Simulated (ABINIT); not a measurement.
## A GW run on Tellurium (P3_121, 3 atoms a cell) in ABINIT, with inputs changed

What do changed inputs do to GW on Tellurium (P3_121, 3 atoms a cell)?

Program: ABINIT 10.8.3. Level of theory: PBE and many-body steps on it, plane waves. Results are calculated unless marked as measured.

The database entry behind the starting cell differs from later determinations by our own check (inner coordinate of an old entry), so it need not match the best structure at ambient conditions.

## (1) The structure

It takes space group P3_121 (No. 152, trigonal). The conventional cell has a = 4.454 Å, b = 4.454 Å, c = 5.924 Å, α = 90.00°, β = 90.00°, γ = 120.00°. Te has 2 Te at 2.86 Å nearest.

The cell and positions come from the Crystallography Open Database and are kept as given unless a step says otherwise. Spin-orbit coupling is left out unless a step names it.

## (2) Screening, 3×3×2 mesh, 241 bands, screening to 152.4 eV

This step: ABINIT 10.8.3; RPA screening on PBE, plane waves, norm-conserving pseudopotentials.

The RPA dielectric matrix is built and inverted for each q.

run.abi reads:

```
acell 3*1.0 Angstrom
rprim 
  4.454000000025 -0.000000000006 0.000000000000
  -2.227000000008 3.857277148481 0.000000000000
  0.000000000000 0.000000000000 5.924000000000
ntypat 1
znucl 52
natom 3
typat 1 1 1
xred 
  0.269000000000 0.000000000000 0.333333333333
  0.000000000000 0.269000000000 0.666666666667
  0.731000000000 0.731000000000 -0.000000000000
pp_dirpath "pseudos"
pseudos "Te.upf"
ecut 34
ngkpt 3 3 2
nshiftk 1
shiftk 0 0 0
kptopt 1
chksymbreak 0
istwfk *1
occopt 1
irdwfk 1
optdriver 3
nband 241
ecuteps 5.6
inclvkb 2
awtr 1
symchi 1
indata_prefix "in"
outdata_prefix "out"
tmpdata_prefix "tmp"
```

On the command line:

```console
$ OMP_NUM_THREADS=1 mpirun -n 4 abinit run.abi > log
```

The program printed:

```text
.Version 10.8.3 of ABINIT. v10.8.2 released Aug 2026.

 Symmetries : space group P3_1 2 1 (#152); Bravais hP (primitive hexag.)
[... echo of the input left out ...]
== DATASET  1 ==================================================================
-   mpi_nproc: 4, omp_nthreads: 1 (-1 if OMP is not activated)

--- !DatasetInfo
iteration_state: {dtset: 1, }
dimensions: {natom: 3, nkpt: 6, mband: 241, nsppol: 1, nspinor: 1, nspden: 1, mpw: 6557, }
cutoff_energies: {ecut:  34.0, pawecutdg:  -1.0, }
electrons: {nelect:   4.80000000E+01, charge:   0.00000000E+00, occopt:   1.00000000E+00, tsmear:   1.00000000E-02, }

 SCREENING: Calculation of the susceptibility and dielectric matrices

 Based on a program developped by R.W. Godby, V. Olevano, G. Onida, and L. Reining.
 Incorporated in ABINIT by V. Olevano, G.-M. Rignanese, and M. Torrent.
.Using double precision arithmetic ; gwpc =  8

[... cell and pseudopotentials left out ...]
--------------------------------------------------------------------------------

 ==== K-mesh for the wavefunctions ====
 Number of points in the irreducible wedge :     6
[... list of points left out ...]
 Together with  6 symmetry operations and time-reversal symmetry
 yields    18 points in the full Brillouin Zone.

 ==== Q-mesh for the screening function ====
 Number of points in the irreducible wedge :     6
[... list of points left out ...]
 Together with  6 symmetry operations and time-reversal symmetry
 yields    18 points in the full Brillouin Zone.

 setmesh: FFT mesh size selected  =    27x   27x   45
          total number of points  =        32805

 vcoul_init : cutoff-mode = AUXILIARY_FUNCTION
 q-points for optical limit:   1
     1)      0.000010    0.000020    0.000030

- screening: taking advantage of time-reversal symmetry
- Maximum band index for partially occupied states nbvw = 24
- Remaining bands to be divided among processors   nbcw = 217
- Number of bands treated by each node ~54

 Number of electrons calculated from density =   48.0000; Expected =   48.0000
 average of density, n =  0.069887
 r_s =    1.5060
 omega_plasma =   25.5009 [eV]

 calculating chi0 at frequencies [eV] :
  1    0.000000E+00    0.000000E+00
  2    0.000000E+00    2.550086E+01

--------------------------------------------------------------------------------
  q-point number  1        q = ( 0.000000, 0.000000, 0.000000) [r.l.u.]
--------------------------------------------------------------------------------
[... chi0 elements left out ...]
 For q-point:  0.000010 0.000020 0.000030
  dielectric constant =   1.65851E+03
  dielectric constant without local fields =   2.09901E+03

  Average fulfillment of the sum rule on Im[epsilon] for q-point    1 :     94.16  [%]
[... wings left out ...]
  q-point number  2        q = ( 0.333333, 0.000000, 0.000000) [r.l.u.]
--------------------------------------------------------------------------------
[... chi0 elements left out ...]
  Average fulfillment of the sum rule on Im[epsilon] for q-point    2 :    104.56  [%]

 [... 4 further q-points ...]
```

The job ended after 88 s (4 MPI ranks of Arm Neoverse V2, shared host; peak memory 1.5 GiB; 5.8 min of CPU time).

Numbers from this step:

- ε∞ with local fields, on this mesh, along the program's q direction: 1659
- the same without local fields: 2099
- plasma frequency: 25.50 eV
- plane waves in the screening matrix: 449

Local fields lower ε∞ by 21 %. The value itself is an artefact of the mesh, where one narrow direct gap carries too much weight.

## (3) Base

The self-energy is evaluated for the states that the input lists, and the levels follow from it, in one-shot runs by the linearised quasiparticle equation.

This step: G0W0 on PBE, plane waves, norm-conserving pseudopotentials.

Changes to run.abi since step 2:

```diff
@@ -24,8 +24,17 @@
 irdwfk 1
-optdriver 3
+optdriver 4
 nband 241
+gwcalctyp 0
+ecutsigx 34
+symsigma 1
+nkptgw 2
+kptgw 
+  0.3333333333 0.3333333333 0.5000000000
+  0.0000000000 0.0000000000 0.0000000000
+bdgw 
+  23 27
+  22 26
 ecuteps 5.6
-inclvkb 2
-awtr 1
-symchi 1
+irdscr 1
+ppmodel 1
 indata_prefix "in"
```

The program printed:

```text
.Version 10.8.3 of ABINIT. v10.8.2 released Aug 2026.

 Symmetries : space group P3_1 2 1 (#152); Bravais hP (primitive hexag.)
[... echo of the input left out ...]
== DATASET  1 ==================================================================
-   mpi_nproc: 4, omp_nthreads: 1 (-1 if OMP is not activated)

--- !DatasetInfo
iteration_state: {dtset: 1, }
dimensions: {natom: 3, nkpt: 6, mband: 241, nsppol: 1, nspinor: 1, nspden: 1, mpw: 6557, }
cutoff_energies: {ecut:  34.0, pawecutdg:  -1.0, }
electrons: {nelect:   4.80000000E+01, charge:   0.00000000E+00, occopt:   1.00000000E+00, tsmear:   1.00000000E-02, }

 SIGMA: Calculation of the GW corrections

 Based on a program developped by R.W. Godby, V. Olevano, G. Onida, and L. Reining.
 Incorporated in ABINIT by V. Olevano, G.-M. Rignanese, and M. Torrent.
.Using double precision arithmetic ; gwpc =  8

[... cell and pseudopotentials left out ...]
--------------------------------------------------------------------------------

 ==== K-mesh for the wavefunctions ====
 Number of points in the irreducible wedge :     6
[... list of points left out ...]
 Together with  6 symmetry operations and time-reversal symmetry
 yields    18 points in the full Brillouin Zone.

 ==== Q-mesh for screening function ====
 Number of points in the irreducible wedge :     6
[... list of points left out ...]
 Together with  6 symmetry operations and time-reversal symmetry
 yields    18 points in the full Brillouin Zone.

 vcoul_init : cutoff-mode = AUXILIARY_FUNCTION
 q-points for optical limit:   1
     1)      0.000010    0.000020    0.000030
 setmesh: FFT mesh size selected  =    40x   40x   60
          total number of points  =        96000

 Number of electrons calculated from density =   48.0000; Expected =   48.0000
 average of density, n =  0.069887
 r_s =    1.5060
 omega_plasma =   25.5009 [eV]

 === KS Band Gaps ===
  >>>> For spin  1
   Minimum direct gap =   0.1738 [eV], located at k-point      :   0.3333  0.3333  0.5000
   Fundamental gap    =   0.1738 [eV], Top of valence bands at :   0.3333  0.3333  0.5000
                                       Bottom of conduction at :   0.3333  0.3333  0.5000
 SIGMA fundamental parameters:
 PLASMON POLE MODEL  1
 number of plane-waves for SigmaX                 6557
 number of plane-waves for SigmaC and W            449
 number of plane-waves for wavefunctions          6557
 number of bands                                   241
 number of independent spin polarizations            1
 number of spinorial components                      1
 number of k-points in IBZ                           6
 number of q-points in IBZ                           6
 number of symmetry operations                       6
 number of k-points in BZ                           18
 number of q-points in BZ                           18
 number of frequencies for dSigma/dE                 9
 frequency step for dSigma/dE [eV]                0.25
 number of omega for Sigma on real axis              0
 max omega for Sigma on real axis  [eV]           0.00
 zcut for avoiding poles [eV]                     0.10

 EPSILON^-1 parameters (SCR file):
 dimension of the eps^-1 matrix on file            449
 dimension of the eps^-1 matrix used               449
 number of plane-waves for wavefunctions          6557
 number of bands                                   241
 number of q-points in IBZ                           6
 number of frequencies                               2
 number of real frequencies                          1
 number of imag frequencies                          1

 matrix elements of self-energy operator (all in [eV])

 Perturbative Calculation

--- !SelfEnergy_ee
iteration_state: {dtset: 1, }
kpoint     : [   0.333,    0.333,    0.500, ]
spin       : 1
KS_gap     :    0.174
QP_gap     :    0.497
Delta_QP_KS:    0.324
data: !SigmaeeData |
     Band     E0 <VxcDFT>   SigX SigC(E0)      Z dSigC/dE  Sig(E)    E-E0       E
       23   4.683 -12.381 -14.438   1.083   0.784  -0.275 -13.145  -0.763   3.920
       24   4.683 -12.381 -14.438   1.083   0.784  -0.275 -13.145  -0.763   3.920
       25   4.857 -11.885  -9.305  -3.139   0.786  -0.272 -12.324  -0.440   4.417
       26   6.003 -11.851  -9.094  -3.334   0.786  -0.273 -12.305  -0.453   5.550
       27   6.003 -11.851  -9.094  -3.334   0.786  -0.273 -12.305  -0.453   5.550

--- !SelfEnergy_ee
iteration_state: {dtset: 1, }
kpoint     : [   0.000,    0.000,    0.000, ]
spin       : 1
KS_gap     :    1.861
QP_gap     :    2.145
Delta_QP_KS:    0.285
data: !SigmaeeData |
     Band     E0 <VxcDFT>   SigX SigC(E0)      Z dSigC/dE  Sig(E)    E-E0       E
       22   3.007 -11.477 -14.257   1.824   0.776  -0.288 -12.219  -0.742   2.265
       23   3.007 -11.477 -14.257   1.824   0.776  -0.288 -12.219  -0.742   2.265
       24   3.836 -11.708 -14.430   1.693   0.779  -0.284 -12.509  -0.801   3.034
       25   5.696 -12.128  -9.580  -3.208   0.782  -0.279 -12.644  -0.517   5.179
       26   5.696 -12.128  -9.580  -3.208   0.782  -0.279 -12.644  -0.517   5.179

== END DATASET(S) ==============================================================
================================================================================

 -outvars: echo values of variables after computation  --------
           etotal      0.0000000000E+00
            nband         241
             nkpt           6
          spgroup         152
 [... the other variables as echoed above ...]

 Calculation completed.
```

The job ended after 35 s (4 MPI ranks; peak memory 1.5 GiB).

Numbers from this step:

```yaml
g0w0_gap_on_the_points_computed: 0.4970 eV
starting_gap_on_the_mesh: 0.1739 eV
k_of_the_valence_top: 0.3333, 0.3333, 0.5
k_of_the_conduction_bottom: 0.3333, 0.3333, 0.5
z_at_the_valence_top: 0.784
z_at_the_conduction_bottom: 0.786
least_direct_g0w0_gap_on_the_computed_points: 0.4970 eV
```

The gap on the mesh goes from 0.17 eV to 0.50 eV, a correction of +0.32 eV.

## (4) Coulomb singularity

Changes to run.abi since step 3:

```diff
@@ -39,2 +39,3 @@
 ppmodel 1
+gw_icutcoul 0
 indata_prefix "in"
```

The program printed:

```text
.Version 10.8.3 of ABINIT. v10.8.2 released Aug 2026.

 Symmetries : space group P3_1 2 1 (#152); Bravais hP (primitive hexag.)
[... echo of the input left out ...]
== DATASET  1 ==================================================================
-   mpi_nproc: 4, omp_nthreads: 1 (-1 if OMP is not activated)

--- !DatasetInfo
iteration_state: {dtset: 1, }
dimensions: {natom: 3, nkpt: 6, mband: 241, nsppol: 1, nspinor: 1, nspden: 1, mpw: 6557, }
cutoff_energies: {ecut:  34.0, pawecutdg:  -1.0, }
electrons: {nelect:   4.80000000E+01, charge:   0.00000000E+00, occopt:   1.00000000E+00, tsmear:   1.00000000E-02, }

 SIGMA: Calculation of the GW corrections

 Based on a program developped by R.W. Godby, V. Olevano, G. Onida, and L. Reining.
 Incorporated in ABINIT by V. Olevano, G.-M. Rignanese, and M. Torrent.
.Using double precision arithmetic ; gwpc =  8

[... cell and pseudopotentials left out ...]
--------------------------------------------------------------------------------

 ==== K-mesh for the wavefunctions ====
 Number of points in the irreducible wedge :     6
[... list of points left out ...]
 Together with  6 symmetry operations and time-reversal symmetry
 yields    18 points in the full Brillouin Zone.

 ==== Q-mesh for screening function ====
 Number of points in the irreducible wedge :     6
[... list of points left out ...]
 Together with  6 symmetry operations and time-reversal symmetry
 yields    18 points in the full Brillouin Zone.

 === Spherical cutoff ===

  Cutoff radius .........    14.3442 [Bohr]
  Volume of the sphere ..   12362.75 [Bohr^3]
 q-points for optical limit:   1
     1)      0.000010    0.000020    0.000030
 setmesh: FFT mesh size selected  =    40x   40x   60
          total number of points  =        96000

[...]
number of omega for Sigma on real axis              0
 max omega for Sigma on real axis  [eV]           0.00
 zcut for avoiding poles [eV]                     0.10

 EPSILON^-1 parameters (SCR file):
 dimension of the eps^-1 matrix on file            449
 dimension of the eps^-1 matrix used               449
 number of plane-waves for wavefunctions          6557
 number of bands                                   241
 number of q-points in IBZ                           6
 number of frequencies                               2
 number of real frequencies                          1
 number of imag frequencies                          1

 matrix elements of self-energy operator (all in [eV])

 Perturbative Calculation

--- !SelfEnergy_ee
iteration_state: {dtset: 1, }
kpoint     : [   0.333,    0.333,    0.500, ]
spin       : 1
KS_gap     :    0.174
QP_gap     :    0.452
Delta_QP_KS:    0.278
data: !SigmaeeData |
     Band     E0 <VxcDFT>   SigX SigC(E0)      Z dSigC/dE  Sig(E)    E-E0       E
       23   4.683 -12.381 -14.317   0.891   0.785  -0.273 -13.201  -0.820   3.863
       24   4.683 -12.381 -14.317   0.891   0.785  -0.273 -13.201  -0.820   3.863
       25   4.857 -11.885  -9.577  -2.996   0.787  -0.271 -12.427  -0.542   4.315
[...]
--- !SelfEnergy_ee
iteration_state: {dtset: 1, }
kpoint     : [   0.000,    0.000,    0.000, ]
spin       : 1
KS_gap     :    1.861
QP_gap     :    2.162
Delta_QP_KS:    0.302
data: !SigmaeeData |
     Band     E0 <VxcDFT>   SigX SigC(E0)      Z dSigC/dE  Sig(E)    E-E0       E
[...]
25   5.696 -12.128  -9.792  -3.104   0.782  -0.279 -12.728  -0.601   5.095
       26   5.696 -12.128  -9.792  -3.104   0.782  -0.279 -12.728  -0.601   5.095

== END DATASET(S) ==============================================================
================================================================================

 -outvars: echo values of variables after computation  --------
           etotal      0.0000000000E+00
            nband         241
             nkpt           6
          spgroup         152
 [... the other variables as echoed above ...]

 Calculation completed.
```

Elapsed: 36 s, on 4 MPI ranks; peak memory 1.5 GiB.

This step gave:

| Item | Value |
| --- | --- |
| G0W0 gap on the points computed | 0.4520 eV |
| starting gap on the mesh | 0.1739 eV |
| k of the valence top | 0.3333, 0.3333, 0.5 |
| k of the conduction bottom | 0.3333, 0.3333, 0.5 |
| Z at the valence top | 0.785 |
| Z at the conduction bottom | 0.787 |
| least direct G0W0 gap on the computed points | 0.4520 eV |

Against G0W0 in ABINIT (3×3×2 mesh, 241 bands, screening to 152.4 eV, Godby-Needs plasmon pole), the gap moves by −0.045 eV.

## (5) The runs together

Times are wall times on 4 MPI ranks of Arm Neoverse V2, shared host, good to a factor of about two. A run's time includes the screening step that it read.

```csv
run,mesh,bands,screening cutoff (eV),DFT gap (eV),gap on the mesh (eV),direct (eV),ε∞ used,time
base,3×3×2,241,152.4,0.174,0.497,0.497,1658.51,2.1 min
Coulomb singularity,3×3×2,241,152.4,0.174,0.452,0.452,1658.51,2.1 min
```

## (6) Outcome

```json
{
 "base": "0.497 eV",
 "Coulomb singularity": "0.452 eV",
 "known limits": "not at the basis limit; model gap, bands may invert with spin-orbit coupling; exchange with frozen shells missing; screening runs away on this mesh; no spin-orbit coupling; coarse k mesh"
}
```

In words: Coulomb singularity: −0.045 eV against base (keys changed: gw_icutcoul). Bands and cutoff are finite, so the gap is not at the basis limit. The miss can reach some tenths of an eV and take either sign; the mesh is an error of its own. In the first G0W0 run levels were corrected at 2 k points alone, so a gap called «on the mesh» is the least over those, and an edge elsewhere would be missed. The 3×3×2 mesh is coarse for this cell, which bears on the long-range parts of exchange and screening. With atoms this heavy and so narrow a gap, spin-orbit coupling can invert the bands. These scalar-relativistic gaps are then model values, not to be set against experiment, and a spin-orbit change taken from DFT can't simply be added. The norm-conserving file of at least one element keeps a d shell over frozen s and p shells of the same row. Exchange with those shells is missing from the self-energy, an error of 0.3 to 0.9 eV in cases checked, whose sign depends on which edge lies on those atoms. On this mesh the RPA ε∞ passes 90, more than nearly any semiconductor shows; a coarse mesh does this where one point with a narrow direct gap carries much weight. The screening is then too strong, and the G0W0 gap should not be taken as the material's.

[Paths, hosts, dates, memory and timing lines, banners, echoed tables and standing remarks are left out of the program output.]

[Logs are printed without paths, hosts, clocks, repeated set-up lines and the standing remarks that a program may print on its own settings, such as how far it seeks lower states.]

[Runs of the session that timed out or met a known fault of the program may be left out.]

[No measured gap is set beside runs whose start may be inverted or whose files or cutoffs have a known fault.]

[Hosts, paths, dates, database ids (printed as entryN), source tags and the programs' standing remarks are cut or masked in the printed files.]

[G0W0 gaps are taken among the corrected bands and points alone; a level outside them can change the order at an edge.]

[Where Ansatz stands beside ABINIT at settings called matched, ABINIT's density can come from a denser mesh and the files from another edition; pairs whose starting gaps differed by over 0.03 eV were left out, so agreement reads better than it is.]
